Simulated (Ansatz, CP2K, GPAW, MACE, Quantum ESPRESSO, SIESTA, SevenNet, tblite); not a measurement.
## Quantum ESPRESSO runs on (5,5) carbon nanotube bundle (80 atoms)

Aim: run (5,5) carbon nanotube bundle (80 atoms) in Quantum ESPRESSO and see how near its forces come to a plane-wave reference, and at what cost.

Main program and level: Quantum ESPRESSO 7.5; the method is named at each step.

### 1. Starting point

The cell holds 80 atoms: 80 C. Cell: a = 10.081 Å, b = 10.081 Å, c = 9.840 Å, α = 90.0°, β = 90.0°, γ = 120.0°. It derives from C (graphene). Graphene sheet (a = 2.46 Å) rolled into a (5,5) tube of diameter 6.78 Å, 4 periods, hexagonal bundle with 3.3 Å between walls; not relaxed, displaced by a Gaussian of 0.02 Å. Then every atom was moved at random, 0.05 Å r.m.s. a Cartesian component. The structure's axis is c.

The yardstick, on the same geometry:

```
method                 : Kohn-Sham DFT, PBE, PAW, plane waves (Ansatz 0.2.0); cutoff 420 eV, Γ point, fermi-dirac smearing of 0.05 eV; PAW set soft_2
r.m.s. force component : 3.574 eV/Å
longest force          : 12.31 eV/Å
pressure               : 9.874 GPa
SCF cycles             : 9
time                   : 9.4 s on 4 threads of Arm Neoverse V1, shared host
CPU time               : 35 s
```

### 2. PBE, sssp-1.3.0-efficiency, 45/360 Ry

Method: Kohn-Sham DFT, PBE, SSSP efficiency 1.3.0 pseudopotentials, plane waves.

Contents of pw.in:

```
&control
  calculation = 'scf'
  pseudo_dir = './pseudo'
  outdir = './tmp'
  disk_io = 'none'
  tprnfor = .true.
  tstress = .true.
/
&system
  ibrav = 0
  nat = 80
  ntyp = 1
  ecutwfc = 45
  ecutrho = 360
  nosym = .true.
  occupations = 'smearing'
  smearing = 'fd'
  degauss = 0.003675
/
&electrons
  conv_thr = 4.0e-07
  electron_maxstep = 100
  mixing_beta = 0.2
  mixing_mode = 'local-TF'
  diagonalization = 'david'
/
ATOMIC_SPECIES
C 12.011 C.upf
CELL_PARAMETERS angstrom
10.08135 0.00000 0.00000
-5.04067 8.73070 0.00000
0.00000 0.00000 9.84000
ATOMIC_POSITIONS crystal
C 0.36831 0.07859 0.12432
C 0.38901 0.15384 0.99695
C 0.37427 0.29408 0.00707
C 0.33234 0.32989 0.12140
C 0.23445 0.38922 0.12502
C 0.14582 0.37087 0.25608
C 0.99742 0.32948 0.00347
C 0.91723 0.29025 0.11772
C 0.77202 0.15265 0.13027
C 0.71041 0.07622 0.25448
C 0.62400 0.91278 0.99051
C 0.61086 0.84554 0.12711
C 0.63395 0.70995 0.13475
C 0.65052 0.65117 0.24708
C 0.77479 0.62645 0.25368
C 0.84139 0.62504 0.12164
C 0.99033 0.66434 0.12195
C 0.08438 0.71884 0.24548
C 0.22960 0.84707 0.25056
C 0.29750 0.92963 0.12676
C 0.36918 0.08249 0.36846
C 0.39367 0.15332 0.24612
C 0.36921 0.28946 0.25895
C 0.33529 0.34335 0.38194
C 0.23374 0.38069 0.37844
C 0.16958 0.38850 0.49349
C 0.99384 0.33917 0.24328
C 0.92808 0.30363 0.38011
C 0.76885 0.16104 0.36889
C 0.69736 0.06730 0.50448
C 0.62244 0.92499 0.25182
C 0.61206 0.83873 0.37588
C 0.62748 0.70096 0.38202
C 0.66526 0.66816 0.50794
C 0.77047 0.61598 0.50059
C 0.83903 0.61712 0.36883
C 0.99666 0.65839 0.37316
C 0.09523 0.71627 0.50901
C 0.22937 0.83744 0.50716
C 0.29585 0.91984 0.38204
C 0.36610 0.07434 0.62593
C 0.38184 0.15988 0.49706
C 0.37371 0.28506 0.49547
C 0.33993 0.34622 0.62042
C 0.23399 0.38644 0.62631
C 0.14622 0.38439 0.75731
C 0.00272 0.33270 0.49827
C 0.91460 0.28880 0.61963
C 0.76242 0.14563 0.62893
C 0.71222 0.08694 0.75171
C 0.63197 0.92016 0.50098
C 0.62217 0.85004 0.62103
C 0.63874 0.72307 0.62247
C 0.66621 0.66056 0.74695
C 0.77900 0.61192 0.74680
C 0.82856 0.60794 0.62744
[... 20 atom lines left out ...]
C 0.00565 0.66528 0.87296
C 0.07857 0.71533 0.99687
C 0.23301 0.83911 0.99462
C 0.29640 0.92402 0.86561
K_POINTS gamma
```

The run is started by

```bash
$ OMP_NUM_THREADS=1 mpirun -np 2 pw.x -in pw.in > output.txt
```

Log:

```text
Program PWSCF
     gamma-point specific algorithms are used
     Parallelization info
     sticks:   dense  smooth     PW     G-vecs:    dense   smooth      PW
     Min        4509    2253    567               337057   119231   14908
     Max        4510    2254    568               337066   119234   14909
     Sum        9019    4507   1135               674123   238465   29817
     bravais-lattice index     =            0
     lattice parameter (alat)  =      19.0510  a.u.
     unit-cell volume          =    5844.6628 (a.u.)^3
     number of atoms/cell      =           80
     number of atomic types    =            1
     number of electrons       =       320.00
     number of Kohn-Sham states=          192
     kinetic-energy cutoff     =      45.0000  Ry
     charge density cutoff     =     360.0000  Ry
     scf convergence threshold =      4.0E-07
     mixing beta               =       0.2000
     number of iterations used =            8  local-TF  mixing
     Exchange-correlation= SLA  PW   PBX  PBC
                           (   1   4   3   4   0   0   0)
     crystal axes: (cart. coord. in units of alat)
               a(1) = (   1.000000   0.000000   0.000000 )
               a(2) = (  -0.500000   0.866025   0.000000 )
               a(3) = (   0.000000   0.000000   0.976060 )
     reciprocal axes: (cart. coord. in units 2 pi/alat)
               b(1) = (  1.000000  0.577350 -0.000000 )
               b(2) = (  0.000000  1.154701  0.000000 )
               b(3) = (  0.000000 -0.000000  1.024527 )
     PseudoPot. # 1 for C :
     Pseudo is Projector augmented-wave + core cor, Zval =  4.0
     atomic species   valence    mass     pseudopotential
     C                 4.00    12.01100     C ( 1.00)
     No symmetry found
   Cartesian axes
     number of k points=     1  Fermi-Dirac smearing, width (Ry)=  0.0037
                       cart. coord. in units 2pi/alat
        k(    1) = (   0.0000000   0.0000000   0.0000000), wk =   2.0000000
     Dense  grid:   337062 G-vectors     FFT dimensions: ( 120, 120, 120)
     Smooth grid:   119233 G-vectors     FFT dimensions: (  81,  81,  80)
     Check: negative core charge=   -0.000010
     Initial potential from superposition of free atoms
     starting charge     319.9967, renormalised to     320.0000
     Starting wfcs are  320 randomized atomic wfcs
     Self-consistent Calculation
     iteration #  1     ecut=    45.00 Ry     beta= 0.20
     total energy              =   -1476.04501078 Ry
     estimated scf accuracy    <       8.63218456 Ry
     iteration #  2     ecut=    45.00 Ry     beta= 0.20
     total energy              =   -1471.89531134 Ry
     estimated scf accuracy    <       6.78766020 Ry
     iteration #  3     ecut=    45.00 Ry     beta= 0.20
     total energy              =   -1473.19164916 Ry
     estimated scf accuracy    <       0.59769078 Ry
     iteration #  4     ecut=    45.00 Ry     beta= 0.20
     total energy              =   -1473.11158687 Ry
     estimated scf accuracy    <       0.49736221 Ry
     iteration #  5     ecut=    45.00 Ry     beta= 0.20
     total energy              =   -1473.16357959 Ry
     estimated scf accuracy    <       0.10101681 Ry
     iteration #  6     ecut=    45.00 Ry     beta= 0.20
     total energy              =   -1473.14072114 Ry
     estimated scf accuracy    <       0.05915938 Ry
[...]
negative rho (up, down):  1.267E-08 0.000E+00
[...]
total energy              =   -1473.15186592 Ry
[...]
iteration # 15     ecut=    45.00 Ry     beta= 0.20
     total energy              =   -1473.15186508 Ry
     estimated scf accuracy    <       0.00000343 Ry
     iteration # 16     ecut=    45.00 Ry     beta= 0.20
     total energy              =   -1473.15186530 Ry
     estimated scf accuracy    <       0.00000091 Ry
     iteration # 17     ecut=    45.00 Ry     beta= 0.20
     End of self-consistent calculation
          k = 0.0000 0.0000 0.0000 ( 14909 PWs)   bands (ev):
   -15.0335 -14.7331 -14.6999 -14.2236 -14.0549 -13.9361 -13.7888 -13.7402
   -13.5290 -13.4970 -13.3968 -12.9827 -12.9012 -12.7687 -12.6707 -12.5343
   -12.4785 -11.7515 -11.6851 -11.5379 -11.4094 -11.0178 -10.8622 -10.6441
   -10.5634 -10.5023 -10.3863 -10.3472 -10.1513 -10.0840 -10.0002  -9.8558
    -9.7936  -9.7161  -9.6030  -9.4697  -9.3126  -9.1900  -8.3883  -8.3650
    -8.2393  -8.1605  -7.9779  -7.9511  -7.8132  -7.5750  -7.4975  -6.9259
[...]
6.9173   7.1036   7.2800   7.3279   7.4828   7.5933   7.6638   7.7531
     7.9106   8.0853   8.1343   8.4087   8.6946   8.7572   8.8778   8.9298
     9.3884   9.4226   9.6173   9.6824   9.8077   9.9213  10.0405  10.1844
     the Fermi energy is     5.0826 ev
!    total energy              =   -1473.15186553 Ry
     total all-electron energy =     -6094.279691 Ry
     estimated scf accuracy    <       0.00000015 Ry
     smearing contrib. (-TS)   =      -0.00001701 Ry
     internal energy E=F+TS    =   -1473.15184851 Ry
     The total energy is F=E-TS. E is the sum of the following terms:
     one-electron contribution =    -694.53999248 Ry
     hartree contribution      =     491.25121036 Ry
     xc contribution           =    -372.24027049 Ry
     ewald contribution        =    -404.15732804 Ry
     one-center paw contrib.   =    -493.46546787 Ry
     convergence has been achieved in  17 iterations
     Forces acting on atoms (cartesian axes, Ry/au):
     atom    1 type  1   force =     0.04052781    0.18049534   -0.09288449
     atom    2 type  1   force =    -0.02960301    0.04514251    0.04684725
     atom    3 type  1   force =     0.05680453   -0.10977464   -0.25810696
     atom    4 type  1   force =     0.02874318    0.04309538    0.25497629
     atom    5 type  1   force =    -0.14361522   -0.01492929    0.05666542
     atom    6 type  1   force =     0.12898247    0.08112105   -0.14395936
[...]
atom   78 type  1   force =     0.04021610   -0.00379750    0.04095944
     atom   79 type  1   force =     0.01614230    0.10509728    0.07735178
     atom   80 type  1   force =    -0.03077516   -0.33052301    0.20785161
     Total force =     2.158926     Total SCF correction =     0.000476
     Computing stress (Cartesian axis) and pressure
          total   stress  (Ry/bohr**3)                   (kbar)     P=      100.16
   0.00067437  -0.00004778   0.00008773           99.20       -7.03       12.91
  -0.00004778   0.00097875  -0.00001783           -7.03      143.98       -2.62
   0.00008773  -0.00001783   0.00038952           12.91       -2.62       57.30
     Message from routine punch:
     Nothing written, as per user request (disk_io='none')
```

It took 2.4 min on 2 MPI ranks of Arm Neoverse V1, shared host; peak memory 1.8 GiB.

Banners, paths, timers and routine set-up lines are dropped from the logs unmarked, and long logs keep their key lines alone; longer cuts are marked.

Compared with the plane-wave run:

| Property | Result |
| --- | --- |
| r.m.s. force component | 3.583 eV/Å |
| r.m.s. difference of force components | 10.5 meV/Å |
| longest difference of force vectors | 39.33 meV/Å |
| force difference over r.m.s. force | 0.2938 % |
| slope of forces against the reference's | 1.002 |
| correlation of force components | 1 |
| pressure | 10.02 GPa |
| pressure difference | 0.1419 GPa |

The surroundings of C42, picked at random, nearest first, numbered as they follow in the input and with coordinates relative to it.

```csv
atom,x,y,z,distance (Å),bonds,Fx,Fy,Fz (eV/Å)
C42,0.00,0.00,0.00,0.00,3,3.57,-4.80,0.28
C43,-0.71,1.09,-0.02,1.30,3,-4.34,5.60,3.20
C21,0.26,-0.68,-1.27,1.46,3,1.15,-1.36,3.86
C41,0.27,-0.75,1.27,1.50,3,-1.02,4.51,0.64
C40,0.34,-2.10,-1.13,2.41,3,-0.84,-1.39,-2.33
C24,-1.39,1.60,-1.13,2.41,3,10.99,-4.37,-3.57
C44,-1.36,1.63,1.21,2.44,3,5.19,-3.25,2.78
C22,0.15,-0.06,-2.47,2.47,3,-2.81,4.37,1.81
C60,0.19,-2.11,1.31,2.49,3,0.60,-1.54,0.56
C62,0.06,-0.03,2.56,2.56,3,-0.52,0.92,-4.39
```

Forces lie 0.29 % from the reference's, at 8.3 times its CPU time (on 2 against 4 cores).

### 3. PBE, gbrv-1.5, 40/200 Ry

Method: Kohn-Sham DFT, PBE, GBRV 1.5 ultrasoft pseudopotentials, plane waves.

The pseudopotential files are exchanged too: ./pseudo now holds the set gbrv-pbe-1.5.

pw.in, as its differences from that of step 2:

```diff
@@ -12,4 +12,4 @@
   ntyp = 1
-  ecutwfc = 45
-  ecutrho = 360
+  ecutwfc = 40
+  ecutrho = 200
   nosym = .true.
```

Log:

```text
[banner, memory and clock lines left out]
Program PWSCF
     gamma-point specific algorithms are used
     bravais-lattice index     =            0
     lattice parameter (alat)  =      19.0510  a.u.
     unit-cell volume          =    5844.6628 (a.u.)^3
     number of atoms/cell      =           80
     number of atomic types    =            1
     number of electrons       =       320.00
     number of Kohn-Sham states=          192
     kinetic-energy cutoff     =      40.0000  Ry
[... lines left out ...]
     scf convergence threshold =      4.0E-07
[... lines left out ...]
     number of k points=     1  Fermi-Dirac smearing, width (Ry)=  0.0037
[... lines left out ...]
     total energy              =    -919.78573466 Ry
[... lines left out ...]
     total energy              =    -915.62976858 Ry
[... lines left out ...]
     total energy              =    -916.91402093 Ry
[... lines left out ...]
     total energy              =    -916.90078588 Ry
[... lines left out ...]
     total energy              =    -916.90078635 Ry
[... lines left out ...]
          k = 0.0000 0.0000 0.0000 ( 12472 PWs)   bands (ev):
   -15.0165 -14.7161 -14.6831 -14.2066 -14.0385 -13.9199 -13.7728 -13.7238
   -13.5132 -13.4813 -13.3817 -12.9672 -12.8860 -12.7534 -12.6554 -12.5194
   -12.4633 -11.7363 -11.6704 -11.5231 -11.3950 -11.0032 -10.8483 -10.6304
[...]
7.9053   8.0716   8.1362   8.3932   8.6789   8.7417   8.8621   8.9135
     9.4017   9.4411   9.6089   9.6679   9.7933   9.9051  10.0284  10.1703
     the Fermi energy is     5.0694 ev
!    total energy              =    -916.90078752 Ry
     estimated scf accuracy    <       0.00000010 Ry
     smearing contrib. (-TS)   =      -0.00001711 Ry
     internal energy E=F+TS    =    -916.90077041 Ry
     The total energy is F=E-TS. E is the sum of the following terms:
     one-electron contribution =    -711.84130718 Ry
     hartree contribution      =     490.96676739 Ry
     xc contribution           =    -291.86890380 Ry
     ewald contribution        =    -404.15732681 Ry
     convergence has been achieved in  16 iterations
     Forces acting on atoms (cartesian axes, Ry/au):
     atom    1 type  1   force =     0.04025249    0.18237879   -0.09284355
     atom    2 type  1   force =    -0.02982896    0.04487337    0.04676593
     atom    3 type  1   force =     0.05740793   -0.11058281   -0.25953343
[...]
atom   79 type  1   force =     0.01630726    0.10574301    0.07717198
     atom   80 type  1   force =    -0.03166903   -0.33221438    0.20672897
     Total force =     2.168908     Total SCF correction =     0.000468
     Computing stress (Cartesian axis) and pressure
          total   stress  (Ry/bohr**3)                   (kbar)     P=       96.04
   0.00065191  -0.00004719   0.00008851           95.90       -6.94       13.02
  -0.00004719   0.00095730  -0.00001850           -6.94      140.82       -2.72
   0.00008851  -0.00001850   0.00034944           13.02       -2.72       51.40
     Message from routine punch:
     Nothing written, as per user request (disk_io='none')
```

It took 79 s on 2 MPI ranks; peak memory 0.87 GiB.

Numbers from this run, and their distance from the reference:

```yaml
r_m_s_force_component: 3.6 eV/Å
r_m_s_difference_of_force_components: 30.39 meV/Å
longest_difference_of_force_vectors: 119 meV/Å
force_difference_over_r_m_s_force: 0.8503 %
slope_of_forces_against_the_reference_s: 1.007
correlation_of_force_components: 1
pressure: 9.604 GPa
pressure_difference: -0.2701 GPa
```

Against the first run (0.29 %), the force difference from the reference is 0.85 %, at 0.54 times the CPU time.

### 4. PBE, sssp-1.3.0-efficiency, 30/240 Ry

Method: Kohn-Sham DFT, PBE, SSSP efficiency 1.3.0 pseudopotentials, plane waves.

The pseudopotential files are exchanged too: ./pseudo now holds the set sssp-pbe-1.3.0-efficiency.

pw.in, as its differences from that of step 3:

```diff
@@ -12,4 +12,4 @@
   ntyp = 1
-  ecutwfc = 40
-  ecutrho = 200
+  ecutwfc = 30
+  ecutrho = 240
   nosym = .true.
```

Log:

```text
[banner, memory and clock lines left out]
Program PWSCF
     gamma-point specific algorithms are used
[... lines left out ...]
     total energy              =   -1471.37041757 Ry
[... lines left out ...]
     total energy              =   -1472.64045713 Ry
[... lines left out ...]
     total energy              =   -1472.54167823 Ry
[... lines left out ...]
     total energy              =   -1472.54168535 Ry
[... lines left out ...]
     the Fermi energy is     5.1072 ev
!    total energy              =   -1472.54169700 Ry
[... lines left out ...]
     The total energy is F=E-TS. E is the sum of the following terms:
[... lines left out ...]
     convergence has been achieved in  17 iterations
[... lines left out ...]
     atom    1 type  1   force =     0.04053380    0.18494589   -0.09397658
     atom    2 type  1   force =    -0.02940765    0.04473320    0.04649718
     atom    3 type  1   force =     0.05902801   -0.11079732   -0.26170910
[...]
atom   79 type  1   force =     0.01611916    0.10490370    0.07598707
     atom   80 type  1   force =    -0.03024512   -0.33552135    0.20880001
     Total force =     2.183950     Total SCF correction =     0.000637
     Computing stress (Cartesian axis) and pressure
     negative rho (up, down):  1.017E-06 0.000E+00
          total   stress  (Ry/bohr**3)                   (kbar)     P=       31.64
   0.00019863  -0.00004778   0.00009259           29.22       -7.03       13.62
  -0.00004778   0.00050654  -0.00001891           -7.03       74.51       -2.78
   0.00009259  -0.00001891  -0.00005982           13.62       -2.78       -8.80
     Message from routine punch:
     Nothing written, as per user request (disk_io='none')
```

Wall time 90 s (2 MPI ranks); peak memory 1.1 GiB; 3 min of CPU time.

Compared with the plane-wave run:

```yaml
r_m_s_force_component: 3.625 eV/Å
r_m_s_difference_of_force_components: 61.28 meV/Å
longest_difference_of_force_vectors: 252.7 meV/Å
force_difference_over_r_m_s_force: 1.714 %
slope_of_forces_against_the_reference_s: 1.014
correlation_of_force_components: 1
pressure: 3.164 GPa
pressure_difference: -6.71 GPa
energy_less_the_same_level_run_s: 103.8 meV/atom
r_m_s_force_difference_from_the_same_level_run: 53.1 meV/Å
```

This is a coarse setting, run to see what it loses.

Against the first run (0.29 %), the force difference from the reference is 1.7 %, at 0.61 times the CPU time: the cutoff matters here.

### 5. Side by side

Differences are against the plane-wave reference, forces as r.m.s. over components; share is that over the reference's r.m.s. force, slope the least-squares factor from reference forces to these. Total energies of different programs have different zeros and aren't compared.

```csv
run,"Δ force, r.m.s. (meV/Å)",share (%),slope,Δ pressure (GPa),cores,CPU time,memory (GiB)
reference,-,-,-,-,4,35 s,0.93
"QE PBE, sssp-1.3.0-efficiency, 45/360 Ry",10.5,0.294,1.002,0.142,2,4.9 min,1.8
"QE PBE, gbrv-1.5, 40/200 Ry",30.4,0.850,1.007,-0.270,2,2.6 min,0.87
"QE PBE, sssp-1.3.0-efficiency, 30/240 Ry (coarse)",61.3,1.71,1.014,-6.71,2,3 min,1.1
```

Rows marked coarse were listed beforehand as settings not expected to be converged; some can still land near the reference.

CPU time is summed over cores on a shared host, where runs went side by side, so it is rough. Symmetry, cutoffs, thresholds, outputs and thread counts weren't matched or tuned between programs; memory under MPI is the largest rank's times the ranks.

Within one program, basis, potentials and functional, energies share a zero. Each run against its twin at the usual cutoff or grid and solver:

```csv
run,twin,Δ energy (meV/atom),"Δ force, r.m.s. (meV/Å)",CPU time over the twin's
"QE PBE, sssp-1.3.0-efficiency, 30/240 Ry","sssp-1.3.0-efficiency, 45/360 Ry",104,53.1,0.61
```

### 6. Summary of results

```yaml
nearest_in_forces: QE PBE, sssp-1.3.0-efficiency, 45/360 Ry, 0.29 %
its_cpu_time: 4.9 min
```

What this shows: PBE on plane waves or a grid with other potentials, cutoffs or grids, coarse settings apart, differs from the reference by 0.29 % (QE PBE, sssp-1.3.0-efficiency, 45/360 Ry) to 0.85 % (QE PBE, gbrv-1.5, 40/200 Ry) of the r.m.s. force; this holds the reference's own error, so differences of a few per cent don't tell which side is nearer the exact PBE result (QE's 45 Ry are 612 eV, against the reference's 420 eV). Runs with settings chosen to be coarse differ by 1.7 % (QE PBE, sssp-1.3.0-efficiency, 30/240 Ry), their programs' other errors included. None of the electronic-structure runs in the table takes under half the reference's CPU time of 35 s; they take 4.5 to 8.3 times as much. In pressure, QE PBE, sssp-1.3.0-efficiency, 30/240 Ry misses by -6.7 GPa, at the same functional; a cutoff this low leaves a large Pulay stress. The reference's stress is far from hydrostatic: its diagonal is 9.8, 14.3, 5.5 GPa, compression counted positive. The reference's pressure of 9.9 GPa belongs to a cell and atoms that aren't relaxed at this level. The electronic-structure runs sample only Γ, in a cell whose shortest periodic width is 9 Å.

[Also dropped from logs without a mark: logging warnings of Python, and SIESTA's first energy breakdown and zero terms.]

[Logs are printed without paths, hosts, clocks, repeated set-up lines and the standing remarks that a program may print on its own settings, such as how far it seeks lower states.]

[Hosts, paths, dates, database ids (printed as entryN), source tags and the programs' standing remarks are cut or masked in the printed files.]
